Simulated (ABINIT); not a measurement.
# Calculated records

**How the form of the self-energy moves the gap of LuBi2O4Cl (P4/mmm)**

Symmetry: P4/mmm, No. 123, tetragonal system. Conventional cell: a = 3.823 Å, b = 3.823 Å, c = 8.856 Å, α = 90.00°, β = 90.00°, γ = 90.00°. Lu has 8 O at 2.34 Å nearest. Nearest to Bi lie 4 O at 2.23 Å. Nearest to Cl lie 8 Bi at 3.33 Å. Nearest to O lie 2 Bi at 2.23 Å and 2 Lu at 2.34 Å. Farther neighbours, and contacts between anions beyond the nearest, are not listed.

```
method                                   : RPA screening on PBEsol, plane waves, norm-conserving pseudopotentials (and 3 further levels or steps)
program                                  : ABINIT 10.8.3
settings                                 : cutoff 46 Ha, PseudoDojo scalar-relativistic 0.4.1 standard, norm-conserving, potential set dojo-sr-pbesol-0.4.1-standard, ngkpt (4, 4, 2), nband 113, ecuteps 3.6 Ha, gwcalctyp 2, nfreqre 16, nfreqim 8, inclvkb 2, freqremax 40 eV, spmeth 1, nomegasf 120, shiftk (0, 0, 0), symchi 1, awtr 1, frequency cd, 4×4×2 k-mesh
cost                                     : 8 runs, 23 min in all on 8 MPI ranks of Arm Neoverse N1, shared host
notes                                    : The program’s warnings: Min real frequency set to default [Ha] = and nkpt*nsppol () is not a multiple of nproc spkpt (). The cell and positions come from the Crystallography Open Database and are kept as given unless a step says otherwise. Limits: no spin-orbit coupling. The 4×4×2 mesh is coarse for this cell, which bears on the long-range parts of exchange and screening. The norm-conserving file of at least one element keeps a d shell over frozen s and p shells of the same row. Exchange with those shells is missing from the self-energy, an error of 0.3 to 0.9 eV in cases checked, whose sign depends on which edge lies on those atoms.
G0W0, Godby-Needs plasmon pole           : 0.956 eV
G0W0, von der Linden-Horsch plasmon pole : 0.699 eV
G0W0, Hybertsen-Louie plasmon pole       : 1.022 eV
one-shot Hartree-Fock                    : 8.238 eV
G0W0, contour deformation                : 1.048 eV
known limits                             : short of the basis limit; exchange with frozen shells missing; no spin-orbit coupling; coarse k mesh
```

G0W0, von der Linden-Horsch plasmon pole: −0.257 eV against G0W0, Godby-Needs plasmon pole. G0W0, Hybertsen-Louie plasmon pole: +0.066 eV against G0W0, Godby-Needs plasmon pole.

[Long decimals in the printed logs are rounded to 6 places.]

[Logs are printed without paths, hosts, clocks, repeated set-up lines and the standing remarks that a program may print on its own settings, such as how far it seeks lower states.]

[Paths, hosts, dates, memory and timing lines, banners, echoed tables and standing remarks are left out of the program output; an Ansatz launch command may be rebuilt from the run's recorded settings. Measured values are a selection of at most five: reports struck by readers or far from the other reports are left out. None is set beside runs whose start may be inverted or whose files or cutoffs have a known fault.]

[Runs of the session that timed out or met a known fault of the program may be left out.]

[Hosts, paths, dates, database ids (printed as entryN), source tags and the programs' standing remarks are cut or masked in the printed files.]

[G0W0 gaps are taken among the corrected bands and points alone; a level outside them can change the order at an edge.]

[Where Ansatz stands beside ABINIT at settings called matched, ABINIT's density can come from a denser mesh and the files from another edition; pairs whose starting gaps differed by over 0.03 eV were left out, so agreement reads better than it is.]
